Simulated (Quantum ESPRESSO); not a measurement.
# Zr (Zirconium): from the cell to the phonon bands, part 3 of 3

How does Zr (Zirconium) vibrate, and is this structure a minimum?

Quantum ESPRESSO 7.5; DFT LDA, scalar-relativistic, plane waves, PseudoDojo norm-conserving pseudopotentials.

So far. Step 5 (Linear response on the mesh): The acoustic modes at Γ come out as far as 1.3 cm⁻¹ from zero, where they should vanish, a small numerical error. The relaxed cell has a = 3.482 Å (conventional setting).

This is not the structure that Zr takes at ambient pressure and room temperature (hexagonal, No. 194); it is a model or a phase of other conditions.

## 7. Interpolated phonon bands (continued)

Matdyn.x, sum rule simple. The phonon branches at the labelled points (cm⁻¹):

| point | branch 1 | branch 2 | branch 3 |
| --- | --- | --- | --- |
| Γ | 0 | 0 | 0 |
| halfway | 110 | 110 | 115 |
| H | 182 | 182 | 182 |
| halfway | 129 | 145 | 154 |
| N | -58 | 106 | 121 |
| halfway | -20 | 63 | 129 |
| Γ | 0 | 0 | 0 |
| halfway | 8 | 8 | 150 |
| P | 70 | 70 | 70 |
| halfway | 100 | 139 | 139 |
| H | 182 | 182 | 182 |
| jump to P | 70 | 70 | 70 |
| halfway | -50 | 90 | 120 |
| N | -58 | 106 | 121 |

The phonon branches as a text plot (rows in cm⁻¹):

```
    177 |          *****                                 **
    167 |         **   *                                *
    157 |         *     **                             **
    147 |        *      **                 **         **
    137 |                 *     *         *  *       *
    127 |       *        **** ** *       *          * *
    117 |      *           * *    *           *              ****
    107 |    ***            ***    *               *        *   *
     97 |                               *      *  *  *        **
     87 |   * *           *    **                *         * *
     77 |                                                   *
     67 |  * *                   *     *        *   *      *
     57 |                  *      * *          *           *
     47 |   *                      *
     37 | **                                  *  *
     27 |                           **       *
     17 | *                            ****
      7 |                          ***     *
     -3 |*                            *                     *
    -13 |                         *         *     **
    -23 |                   *    *
    -33 |
    -43 |                      **                            *
    -53 |                    **                               ***
         Γ           H       N        Γ         P        H|P    N
```

Lowest modes at the softest wavevector of the mesh; phase exp(i q.(R + tau)). Modes at q = (0.000, 0.500, 0.000) (negative means imaginary):

| mode | frequency (cm⁻¹) |
| --- | --- |
| 1 | -57.8 |
| 2 | 105.7 |
| 3 | 121.0 |

Displacements in mode 1 (-57.8 cm⁻¹), the largest set to 1, in the home cell:
```
Zr1 1.00 1.00 0.00
```

Displacements in mode 3 (121.0 cm⁻¹), the largest set to 1, in the home cell:
```
Zr1  1.00 -1.00  0.00
```

Force constants by pair (phonopy on the run's constants); pairs near half the supercell's span include their periodic images. Pair force constants, by row:

| atom | neighbour | distance (Å) | third of the trace (eV/Å²) | along the pair's line (eV/Å²) |
| --- | --- | --- | --- | --- |
| Zr1 | itself | 0 | 3.715 | – |
| Zr1 | Zr | 3.015 | -0.6061 | -1.613 |
| Zr1 | Zr | 3.482 | 0.3633 | 0.3646 |
| Zr1 | Zr | 4.924 | 0.0159 | -0.2161 |
| Zr1 | Zr | 5.773 | -0.03 | -0.1036 |
| Zr1 | Zr | 6.03 | -0.036 | -0.0802 |
| Zr1 | Zr | 6.963 | -0.0975 | -0.1666 |

Mode patterns, pair constants, displacements and means over the zone were worked out by phonopy from the force constants of q2r.x.

The path dips to 58i cm⁻¹.

## 8. Sums over the zone

Sums over the zone need many more wavevectors than were solved, so the interpolation is sampled on a dense mesh.

Contents of matdyn.in:

```
 &input
    asr='simple',
    flfrc='x.fc',
    dos=.true.,
    fldos='x.dos',
    nk1=18,
    nk2=18,
    nk3=18,
    deltaE=0.3,
 /
```

Command:

```sh
> matdyn.x -in matdyn.in > matdyn.out
```

Numbers of over 12 decimals in the logs are rounded to 6 here.

Log:

```text
[banner, memory and clock lines left out]
Program MATDYN v.7.5

 mass for atomic type   1 not given; uses mass from file x.fc
     Message from routine matdyn:
     Z* not found in file x.fc, TO-LO splitting at q=0 will be absent!

Note: The following floating-point exceptions are signalling: IEEE_UNDERFLOW_FLAG
```

Run time: 3.4 s. Hardware: 1 thread of Arm Neoverse V1, shared host.

This step gave:

| Item | Value |
| --- | --- |
| share of modes beyond 3i cm⁻¹ on the dense interpolated mesh | 0.109 |

Tetrahedra. The phonon density of states by wavenumber; read off at these points:

| wavenumber (cm⁻¹) | phonon density of states (1/cm⁻¹/cell) |
| --- | --- |
| -50.0 | 0.00435 |
| -40.0 | 0.00772 |
| -30.0 | 0.00916 |
| -20.0 | 0.00571 |
| -10.0 | 0.00511 |
| 0.0 | 0.00491 |
| 10.0 | 0.00556 |
| 20.0 | 0.00689 |
| 30.0 | 0.00664 |
| 40.0 | 0.00883 |
| 50.0 | 0.0103 |
| 60.0 | 0.0116 |
| 70.0 | 0.0134 |
| 80.0 | 0.0147 |
| 90.0 | 0.0164 |
| 100.0 | 0.0183 |
| 110.0 | 0.0168 |
| 120.0 | 0.0182 |
| 130.0 | 0.0367 |
| 134.2 | 0.0520 |
| 140.0 | 0.0448 |
| 150.0 | 0.0147 |
| 160.0 | 0.00878 |
| 170.0 | 0.00571 |
| 180.0 | 0.00128 |

## 9. The dispersion under another sum rule (asr all)

The sum rule corrects the force constants themselves, so it can shift branches at any wavevector, low ones most.

Contents of matdyn.in:

```
 &input
    asr='all',
    flfrc='x.fc',
    flfrq='x.freq',
    flvec='x.modes',
    q_in_band_form=.true.,
    q_in_cryst_coord=.true.,
 /
8
  0.0000000   0.0000000   0.0000000   8  ! GAMMA
  0.5000000   0.5000000  -0.5000000   8  ! H
  0.5000000  -0.0000000  -0.5000000   8  ! N
  0.0000000   0.0000000   0.0000000   8  ! GAMMA
  0.7500000   0.2500000  -0.2500000   8  ! P
  0.5000000   0.5000000  -0.5000000   1  ! H
  0.7500000   0.2500000  -0.2500000   8  ! P
  0.5000000  -0.0000000  -0.5000000   1  ! N
```

Command:

```sh
> matdyn.x -in matdyn.in > matdyn.out
```

Log:

```text
[banner, memory and clock lines left out]
Program MATDYN v.7.5

 mass for atomic type   1 not given; uses mass from file x.fc
 Norm of the difference between old and new effective charges:    0.000000

 Huang before:    1   1   1   2,   residual stress:   6.67e-14
 Huang before:    1   1   1   3,   residual stress:  -6.67e-14
 Huang before:    1   1   2   2,   residual stress:   0.000000
 Huang before:    1   1   2   3,   residual stress:  -6.67e-14
 Huang before:    1   1   3   3,   residual stress:   0.000000
 Huang before:    1   2   1   3,   residual stress:   0.000000
 Huang before:    1   2   2   2,   residual stress:  -6.67e-14
 Huang before:    1   2   2   3,   residual stress:  -0.000000
 Huang before:    1   2   3   3,   residual stress:  -6.67e-14
 Huang before:    1   3   2   2,   residual stress:   6.67e-14
 Huang before:    1   3   2   3,   residual stress:   0.000000
 Huang before:    1   3   3   3,   residual stress:   6.67e-14
 Huang before:    2   2   2   3,   residual stress:  -6.67e-14
 Huang before:    2   2   3   3,   residual stress:   0.000000
 Huang before:    2   3   3   3,   residual stress:   6.67e-14

 Norm of the difference between old and new force-constants:   2.50714e-06

     Message from routine matdyn:
     Z* not found in file x.fc, TO-LO splitting at q=0 will be absent!
     Message from routine matdyn:
     Z* not found in file x.fc, TO-LO splitting at q=0 will be absent!

Note: The following floating-point exceptions are signalling: IEEE_UNDERFLOW_FLAG

   You are using asr="all", please consider citing C. Lin, S. Ponc\'e and N. Marzari, npj Comput Mater 8, 236 (2022).
```

It took 0.46 s on 1 thread.

This step gave:

- lowest frequency on the path: -57.77 cm⁻¹

At the labelled points the branches move by no more than 0.1 cm⁻¹.

## 10. What came out

| Quantity | Value |
| --- | --- |
| space group after relaxation | Im-3m |
| volume per atom | 21.1 Å³ |
| q mesh | 4×4×4 |
| lowest mode on the q mesh (acoustic ones at the zone centre apart) | -57.8 cm⁻¹ |
| imaginary modes on the q mesh | yes |

What this shows: Zr (Zirconium) is unstable: a mode solved on the 4×4×4 mesh is imaginary, 58i cm⁻¹; its spectrum reaches 182 cm⁻¹. The most unstable solved mode lies at q = (0, 0, -0.5), on the zone boundary, so the distortion that it points to doubles the cell. These are harmonic frequencies at zero temperature: anharmonic shifts and linewidths and thermal expansion are left out. In a metal the frequencies hang on the k mesh and the smearing, most of all near Kohn anomalies.

[Host names and launcher messages were left out of these logs when they were recorded.]

[Logs are printed without paths, hosts, clocks, repeated set-up lines and the standing remarks that a program may print on its own settings, such as how far it seeks lower states.]

[Hosts, paths, dates, database ids (printed as entryN), source tags and the programs' standing remarks are cut or masked in the printed files.]
